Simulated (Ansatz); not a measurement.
# TaN (Fm-3m): zone-centre modes under pressure, part 2 of 2

Aim: how do the optical modes of TaN (Fm-3m) move with volume?

Ansatz 0.2.0; DFT LDA, scalar-relativistic, plane waves, PAW; PAW set soft_1.

So far. Step 3 (Tight relaxation): The forces vanish by symmetry and the pressure is 0.000 GPa, within the tolerances set. The cell now holds 10.27 Å³/atom.

## (4) Modes at rest

The force constants come from the linear response of the density to a displacement.

The modes at rest are the reference of the series.

The input, input.yaml:

```yaml
crystal:
  lattice:
    - [0.0, 2.1738081263, 2.1738081263]
    - [2.1738081263, 0.0, 2.1738081263]
    - [2.1738081263, 2.1738081263, 0.0]
  atoms:
    - { symbol: "N", position: [0.0, 0.0, 0.0] }
    - { symbol: Ta, position: [0.5, 0.5, 0.5] }
kpoints:
  mp_grid: { grid: [16, 16, 16] }
hamiltonian:
  xc: lda
  pseudopotentials: { kind: paw, azcp: { folder: soft_1 }, xc_functional: pbe }
scf:
  occupations: { method: methfessel_paxton, width: 0.2 }
output:
  eigenvalues: true
phonons:
  method: dfpt
```

Launch:

```sh
ansatz run input.yaml --threads 4 --pin off --max-ram 10240MiB --backend cpu --events-out ev --progress --plain --runs-dir out
```

Numbers of over 12 decimals in the logs are rounded to 6 here.

What it wrote:

```text
[...]
Crystal: 2 atoms, lattice volume = 20.544 Å³
Basis set: ecut = 420 eV, 411 PW (Γ), exchange–correlation on 48×48×48 points (8 copies of the dense FFT grid, shifted against one another)
Bands: 13, of which v1, the nominal top of the filled ones, is band 9 counted from 1 (8 counted from 0)
Symmetry: 48 space group operations
k-points: 349 of 4096 (irreducible under 8 space group operations, time reversal used)
[...]
SCF iter   1: F=—  HF=-10059.593158 eV  |F-HF|=—  |Δ(HF+E_count)|=         —  Δρ=5.12e-2  dr2=5.55e-1  ethr=3.10e-3  ⟨swp⟩=5.0  Hψ=48301  notcnv=0
[...]
SCF iter   8: F=-10059.468552 eV  HF=-10059.468552 eV  |F-HF|=0.00e0  |Δ(HF+E_count)|=  2.36e-11  S|Δr|=    0.00e0  Δρ=7.51e-8  dr2=2.11e-13  ethr=1.00e-12  ⟨swp⟩=9.3  Hψ=26837  notcnv=0
SCF 1 converged in 8 iterations: F = -10059.468552 eV  dr2 = 2.11e-13
[...]
DFPT response loops at Γ: preconditioner auto → Kerker (q_TF=auto, 2.669 Å⁻¹) (partly filled bands, converged f_vac=0.000); β = 1.00, the filter's whole step (`scf.mixing.beta` (0.50) is not read by the response loops under this deck's `scf.mixing.preconditioner`; to damp them name `kerker` or `kerker_dos`, under which they read `scf.mixing.beta`, and type it under 1.00, their step now; both keys bind the ground state too); Broyden in place of MSR1
SCF converged after 8 iterations
[...]
Free energy (F): -10059.468552 eV
[...]
Internal energy: -10059.466226 eV  (E = F + TS)
E sigma→0 (E₀):  -10059.467970 eV
Entropy (-TS):   -0.002327 eV (-1.163 meV/atom)
Fermi energy:    22.001754 eV
[...]
--- Band table (eV; the first three rows and the last of 349) ---
  k-point 0: bands = [... 5 lower, 18.1227, 18.1227, 18.1227, 19.7984, 19.7984, 19.7984, 22.0405, 22.0405, ... 4 higher]
  k-point 1: bands = [... 5 lower, 17.6031, 17.7606, 17.7606, 19.9639, 19.9639, 20.0438, 22.4553, 22.4553, ... 4 higher]
  k-point 2: bands = [... 5 lower, 16.5542, 17.0193, 17.0193, 20.3465, 20.3465, 20.4097, 23.4576, 23.4576, ... 4 higher]
  k-point 348: bands = [... 5 lower, 14.3578, 15.1589, 15.1589, 21.8150, 21.8150, 25.7762, 26.4177, 26.7478, ... 4 higher]
--- Phonons (Γ-DFPT): 2 representative perturbations + reference, on 349 of 4096 k-points (Σ response iterations 6) ---
  k mesh reduced under 8 symmetry operations, with k and −k counted as one. Each operation leaves every solved perturbation unchanged. A smaller set is not used because it would not reduce the number of displacements times k-points to solve
  ASR residual: 2.077e-5 → 0.000e0 eV/Å²; symmetrization residual: 6.878e-7 eV/Å²
  ASR residual per site (eV/Å²): 1.14e-5 2.08e-5
  Γ frequencies (cm⁻¹): 0.00 0.00 0.00 421.40 421.40 421.40
  non-analytic LO–TO correction: not included (Born effective charges unavailable; polar crystals: no LO–TO splitting at Γ)
```

Run time: 7.2 s. Hardware: 4 threads of AMD EPYC 7B13 (Zen 3), shared host; peak memory 0.64 GiB.

Reading the cycles: dr2 is the Hartree energy of the density residual (eV), the measure of convergence; HF is the Harris–Foulkes estimate of the energy, which meets the free energy F at convergence.

Numbers from this step:

| Quantity | Value |
| --- | --- |
| sum-rule residual before enforcement | 2.08e-5 eV/Å² |
| point group | m-3m |
| highest optical mode at the zone centre (no LO-TO term) | 421.4 cm⁻¹ |
| lowest optical zone-centre mode | 421.4 cm⁻¹ |

Patterns of degenerate modes are one choice out of their space. Modes at Γ, with each element's share of the kinetic energy:

```csv
mode,frequency (cm⁻¹),symmetry,N %,Ta %
1,0.0,acoustic,7,93
2,0.0,acoustic,7,93
3,0.0,acoustic,7,93
4,421.4,T1u,93,7
5,421.4,T1u,93,7
6,421.4,T1u,93,7
```

Displacements in mode 4 (421.4 cm⁻¹), the largest set to 1:
```
N1   0.00  0.00  1.00
Ta2  0.00  0.00 -0.08
```

Before it was imposed, the acoustic sum rule was missed by 2.1e-5 eV/Å². Small misses are needed for a sound result but don't prove that mesh and cutoff are converged. The lowest optical mode is real, 421 cm⁻¹.

## (5) Ground state of a member: 1.06 times the volume at rest

The cell is set to 1.06 times the volume at rest; symmetry leaves nothing else free, so this is a single point.

input.yaml, the sections that differ from step 4:

```yaml
crystal:
  lattice:
    - [0.0, 2.2164426391, 2.2164426391]
    - [2.2164426391, 0.0, 2.2164426391]
    - [2.2164426391, 2.2164426391, 0.0]
  atoms:
    - { symbol: "N", position: [0.0, 0.0, 0.0] }
    - { symbol: Ta, position: [0.5, 0.5, 0.5] }
output:
  forces: true
  stress: true
  eigenvalues: true
# kpoints, hamiltonian, scf: as in step 4
# phonons: removed
```

What it wrote:

```text
[...]
Crystal: 2 atoms, lattice volume = 21.777 Å³
Basis set: ecut = 420 eV, 411 PW (Γ)
Bands: 13, of which v1, the nominal top of the filled ones, is band 9 counted from 1 (8 counted from 0)
Symmetry: 48 space group operations
[...]
k-points: 145 of 4096
[...]
SCF iter   1: F=—  HF=-10059.482071 eV  |F-HF|=—  |Δ(HF+E_count)|=         —  Δρ=4.50e-2  dr2=4.36e-1  ethr=3.10e-3  ⟨swp⟩=5.0  Hψ=20071  notcnv=0
[...]
SCF iter   7: F=-10059.390349 eV  HF=-10059.390349 eV  |F-HF|=4.55e-11  |Δ(HF+E_count)|=  9.97e-10  S|Δr|=    0.00e0  Δρ=7.74e-7  dr2=8.15e-11  ethr=2.87e-11  ⟨swp⟩=2.0  Hψ=6301  notcnv=0
SCF 1 converged in 7 iterations: F = -10059.390349 eV  dr2 = 8.15e-11
[...]
SCF converged after 7 iterations
[...]
Free energy (F): -10059.390349 eV
[...]
Internal energy: -10059.388083 eV  (E = F + TS)
E sigma→0 (E₀):  -10059.389783 eV
Entropy (-TS):   -0.002265 eV (-1.133 meV/atom)
Fermi energy:    20.639335 eV
[...]
--- Stress (GPa, compression-positive) ---
      -19.286619      -0.000000       0.000000
       -0.000000     -19.286619      -0.000000
        0.000000       0.000000     -19.286619
  P = ⅓ Tr σ = -19.2866 GPa (-192.866 kbar)
--- Band table (eV; the first three rows and the last of 145) ---
  k-point 0: bands = [... 5 lower, 16.9289, 16.9289, 16.9289, 18.5987, 18.5987, 18.5987, 20.6619, 20.6619, ... 4 higher]
  k-point 1: bands = [... 5 lower, 16.4292, 16.5952, 16.5952, 18.7514, 18.7514, 18.8196, 21.0449, 21.0449, ... 4 higher]
  k-point 2: bands = [... 5 lower, 15.4158, 15.9053, 15.9053, 19.1068, 19.1068, 19.1475, 21.9737, 21.9737, ... 4 higher]
  k-point 144: bands = [... 5 lower, 13.3590, 14.0226, 14.0226, 20.4709, 20.4709, 24.0772, 24.5483, 24.9478, ... 4 higher]
```

Wall time 0.93 s (4 threads); peak memory 0.39 GiB.

Numbers from this step:

- pressure: -19.29 GPa
- volume per atom: 10.89 Å³

The forces vanish by symmetry, at a pressure of -19.29 GPa.

## (6) Modes of this member: 1.06 times the volume at rest

The zone-centre modes follow for 1.06 times the volume at rest.

Edit input.yaml of step 5 so:

```diff
@@ -16,4 +16,4 @@
 output:
-  forces: true
-  stress: true
   eigenvalues: true
+phonons:
+  method: dfpt
```

What it wrote:

```text
[...]
Crystal: 2 atoms, lattice volume = 21.777 Å³
Basis set: ecut = 420 eV, 411 PW (Γ), exchange–correlation on 48×48×48 points (8 copies of the dense FFT grid, shifted against one another)
Bands: 13, of which v1, the nominal top of the filled ones, is band 9 counted from 1 (8 counted from 0)
Symmetry: 48 space group operations
k-points: 349 of 4096 (irreducible under 8 space group operations, time reversal used)
[...]
SCF iter   1: F=—  HF=-10059.482168 eV  |F-HF|=—  |Δ(HF+E_count)|=         —  Δρ=4.50e-2  dr2=4.36e-1  ethr=3.10e-3  ⟨swp⟩=5.1  Hψ=48396  notcnv=0
[...]
SCF iter   8: F=-10059.390349 eV  HF=-10059.390349 eV  |F-HF|=3.64e-12  |Δ(HF+E_count)|=  5.28e-11  S|Δr|=    0.00e0  Δρ=8.11e-8  dr2=6.76e-13  ethr=1.00e-12  ⟨swp⟩=9.4  Hψ=27140  notcnv=0
SCF 1 converged in 8 iterations: F = -10059.390349 eV  dr2 = 6.76e-13
[...]
SCF converged after 8 iterations
[...]
Free energy (F): -10059.390349 eV
[...]
Internal energy: -10059.388084 eV  (E = F + TS)
E sigma→0 (E₀):  -10059.389783 eV
Entropy (-TS):   -0.002265 eV (-1.133 meV/atom)
Fermi energy:    20.639331 eV
[...]
--- Band table (eV; the first three rows and the last of 349) ---
  k-point 0: bands = [... 5 lower, 16.9289, 16.9289, 16.9289, 18.5987, 18.5987, 18.5987, 20.6619, 20.6619, ... 4 higher]
  k-point 1: bands = [... 5 lower, 16.4292, 16.5952, 16.5952, 18.7514, 18.7514, 18.8196, 21.0449, 21.0449, ... 4 higher]
  k-point 2: bands = [... 5 lower, 15.4158, 15.9053, 15.9053, 19.1068, 19.1068, 19.1475, 21.9737, 21.9737, ... 4 higher]
  k-point 348: bands = [... 5 lower, 13.3590, 14.0225, 14.0225, 20.4709, 20.4709, 24.0772, 24.5483, 24.9478, ... 4 higher]
[...]
ASR residual: 4.830e-5 → 0.000e0 eV/Å²; symmetrization residual: 9.105e-7 eV/Å²
  ASR residual per site (eV/Å²): 4.83e-5 1.58e-5
  Γ frequencies (cm⁻¹): 0.00 0.00 0.00 343.64 343.64 343.64
[...]
```

Elapsed: 7.2 s, on 4 threads; peak memory 0.66 GiB; 25 s of CPU time.

Numbers from this step:

| Item | Value |
| --- | --- |
| sum-rule residual before enforcement | 4.83e-5 eV/Å² |
| highest optical mode at the zone centre (no LO-TO term) | 343.6 cm⁻¹ |
| lowest optical zone-centre mode | 343.6 cm⁻¹ |

Patterns of degenerate modes are one choice out of their space. Modes at Γ, with each element's share of the kinetic energy:

```csv
mode,frequency (cm⁻¹),symmetry,N %,Ta %
1,0.0,acoustic,7,93
2,0.0,acoustic,7,93
3,0.0,acoustic,7,93
4,343.6,T1u,93,7
5,343.6,T1u,93,7
6,343.6,T1u,93,7
```

The optical mode lies at 343.6 cm⁻¹.

Between step 4 and this run (volume ratio 1.06) the value for the highest optical mode at the zone centre (no LO-TO term) moves from 421 cm⁻¹ to 344 cm⁻¹ (-18 %).

## (7) Ground state of a member: 0.9 times the volume at rest

The cell is set to 0.9 times the volume at rest; symmetry leaves nothing else free, so this is a single point.

input.yaml, the sections that differ from step 6:

```yaml
crystal:
  lattice:
    - [0.0, 2.0987886701, 2.0987886701]
    - [2.0987886701, 0.0, 2.0987886701]
    - [2.0987886701, 2.0987886701, 0.0]
  atoms:
    - { symbol: "N", position: [0.0, 0.0, 0.0] }
    - { symbol: Ta, position: [0.5, 0.5, 0.5] }
output:
  forces: true
  stress: true
  eigenvalues: true
# kpoints, hamiltonian, scf: as in step 6
# phonons: removed
```

What it wrote:

```text
[...]
Crystal: 2 atoms, lattice volume = 18.490 Å³
Basis set: ecut = 420 eV, 339 PW (Γ)
Bands: 13, of which v1, the nominal top of the filled ones, is band 9 counted from 1 (8 counted from 0)
Symmetry: 48 space group operations
[...]
k-points: 145 of 4096
[...]
k-point 0: bands = [... 5 lower, 20.4501, 20.4501, 20.4501, 22.0955, 22.0955, 22.0955, 24.6928, 24.6928, ... 4 higher]
  k-point 1: bands = [... 5 lower, 19.8817, 20.0279, 20.0279, 22.2873, 22.2873, 22.3930, 25.1735, 25.1735, ... 4 higher]
  k-point 2: bands = [... 5 lower, 18.7597, 19.1809, 19.1809, 22.7225, 22.7225, 22.8305, 26.3231, 26.3231, ... 4 higher]
  k-point 144: bands = [... 5 lower, 16.3000, 17.4193, 17.4193, 24.4040, 24.4040, 29.0700, 30.0720, 30.2504, ... 4 higher]
[key lines of the parts left out:]
SCF converged after 7 iterations
Free energy (F): -10059.176899 eV
Fermi energy:    24.620302 eV
P = ⅓ Tr σ = 49.9900 GPa (499.900 kbar)
```

The job ended after 0.91 s (4 threads; peak memory 0.38 GiB).

Numbers from this step:

```
pressure        : 49.99 GPa
volume per atom : 9.245 Å³
```

The forces vanish by symmetry, at a pressure of 49.99 GPa.

## (8) Modes of this member: 0.9 times the volume at rest

The zone-centre modes follow for 0.9 times the volume at rest.

Edit input.yaml of step 7 so:

```diff
@@ -16,4 +16,4 @@
 output:
-  forces: true
-  stress: true
   eigenvalues: true
+phonons:
+  method: dfpt
```

What it wrote:

```text
[...]
Crystal: 2 atoms, lattice volume = 18.490 Å³
Basis set: ecut = 420 eV, 339 PW (Γ), exchange–correlation on 40×40×40 points (8 copies of the dense FFT grid, shifted against one another)
Bands: 13, of which v1, the nominal top of the filled ones, is band 9 counted from 1 (8 counted from 0)
Symmetry: 48 space group operations
k-points: 349 of 4096 (irreducible under 8 space group operations, time reversal used)
[...]
k-point 2: bands = [... 5 lower, 18.7597, 19.1809, 19.1809, 22.7225, 22.7225, 22.8305, 26.3231, 26.3231, ... 4 higher]
  k-point 348: bands = [... 5 lower, 16.3000, 17.4193, 17.4193, 24.4040, 24.4040, 29.0700, 30.0720, 30.2504, ... 4 higher]
[...]
ASR residual: 2.486e-5 → 0.000e0 eV/Å²; symmetrization residual: 4.030e-7 eV/Å²
  ASR residual per site (eV/Å²): 1.55e-5 2.49e-5
  Γ frequencies (cm⁻¹): 0.00 0.00 0.00 556.79 556.79 556.79
[...]
[key lines of the parts left out:]
SCF converged after 8 iterations
Free energy (F): -10059.176899 eV
Fermi energy:    24.620302 eV
```

Elapsed: 6.5 s, on 4 threads; peak memory 0.58 GiB; 22 s of CPU time.

This step gave:

```
sum-rule residual before enforcement                    : 2.49e-5 eV/Å²
highest optical mode at the zone centre (no LO-TO term) : 556.8 cm⁻¹
lowest optical zone-centre mode                         : 556.8 cm⁻¹
```

Patterns of degenerate modes are one choice out of their space. The modes at Γ (shares of kinetic energy by element, %):

```csv
mode,frequency (cm⁻¹),symmetry,N %,Ta %
1,0.0,acoustic,7,93
2,0.0,acoustic,7,93
3,0.0,acoustic,7,93
4,556.8,T1u,93,7
5,556.8,T1u,93,7
6,556.8,T1u,93,7
```

The optical mode lies at 556.8 cm⁻¹.

For the highest optical mode at the zone centre (no LO-TO term), step 4 gave 421 cm⁻¹; this run, with volume ratio 0.9, gives 557 cm⁻¹ (+32 %).

## (9) The series together

The members are set side by side, also those not shown above.

Each row is one cell with its response, relaxed at fixed volume as far as symmetry leaves anything free; energies are extrapolated to zero smearing, and E0 is that at rest; shape and atoms are relaxed in each cell where symmetry leaves them free; all runs use 16×16×16 k points and Methfessel-Paxton smearing of 0.2 eV. State of the crystal along the series:

```csv
volume ratio,V (Å³/atom),pressure (GPa),E - E0 (meV/atom)
0.9,9.245,49.99,145.8
0.92,9.45,37.71,89.71
0.94,9.656,26.7,48.57
0.96,9.861,16.82,20.77
0.98,10.07,7.952,5.017
0.99,10.17,3.869,1.222
1,10.27,-4.76e-4,0
1.02,10.48,-7.138,4.647
1.04,10.68,-13.54,17.98
1.06,10.89,-19.29,39.09
```

Each mode is tracked from rest by its pattern, and modes that stay within 0.3 cm⁻¹ of each other stand once; shape and atoms are relaxed in each cell where symmetry leaves them free; all runs use 16×16×16 k points and Methfessel-Paxton smearing of 0.2 eV. Optical modes along the series:

```csv
V (Å³/atom),mode 4 T1u (cm⁻¹)
9.245,556.8
9.45,528.7
9.656,501.2
9.861,474.2
10.07,447.6
10.17,434.5
10.27,421.4
10.48,395.4
10.68,369.5
10.89,343.6
```

From cubic fits (parabolas where under five rows exist) of ln ω and P against ln V through the rows within about 4 % of rest: γ = −d ln ω / d ln V and dω/dP = γ ω / B. Slopes at rest:

```csv
mode,fitted frequency at rest (cm⁻¹),Grüneisen parameter γ,dω/dP (cm⁻¹/GPa)
mode 4 T1u,421.4,3.09,3.47
```

## (10) What came out

| Item | Value |
| --- | --- |
| members | 10 |
| highest optical mode at the zone centre (no LO-TO term), at rest | 421.4 cm⁻¹ |
| bulk modulus at rest | 376 GPa |
| mode 4 T1u, γ | 3.09 |

The series spans -19.3 to 50.0 GPa, and the slope at rest gives a bulk modulus of 376 GPa. The optical mode has γ = 3.09 and moves by 3.5 cm⁻¹ for each GPa. One k mesh and one cutoff serve the ground states and modes of all volumes. These are harmonic frequencies at zero temperature: anharmonic shifts, linewidths and thermal expansion are left out. Spin-orbit coupling is left out, which can matter for the heavy elements here. With no gap, or one that is small against the smearing, the frequencies hang on the k mesh and the smearing, most of all near Kohn anomalies. The PAW files were made for PBE; the program adapts parts of them to the functional of the run, but their partial waves stay those of PBE, an approximation that was not tested in this session. Only the zone centre was solved, so an instability at another wavevector cannot show here.

[Logs are printed without paths, hosts, clocks, repeated set-up lines and the standing remarks that a program may print on its own settings, such as how far it seeks lower states.]

[Hosts, paths, dates, database ids (printed as entryN), source tags and the programs' standing remarks are cut or masked in the printed files.]
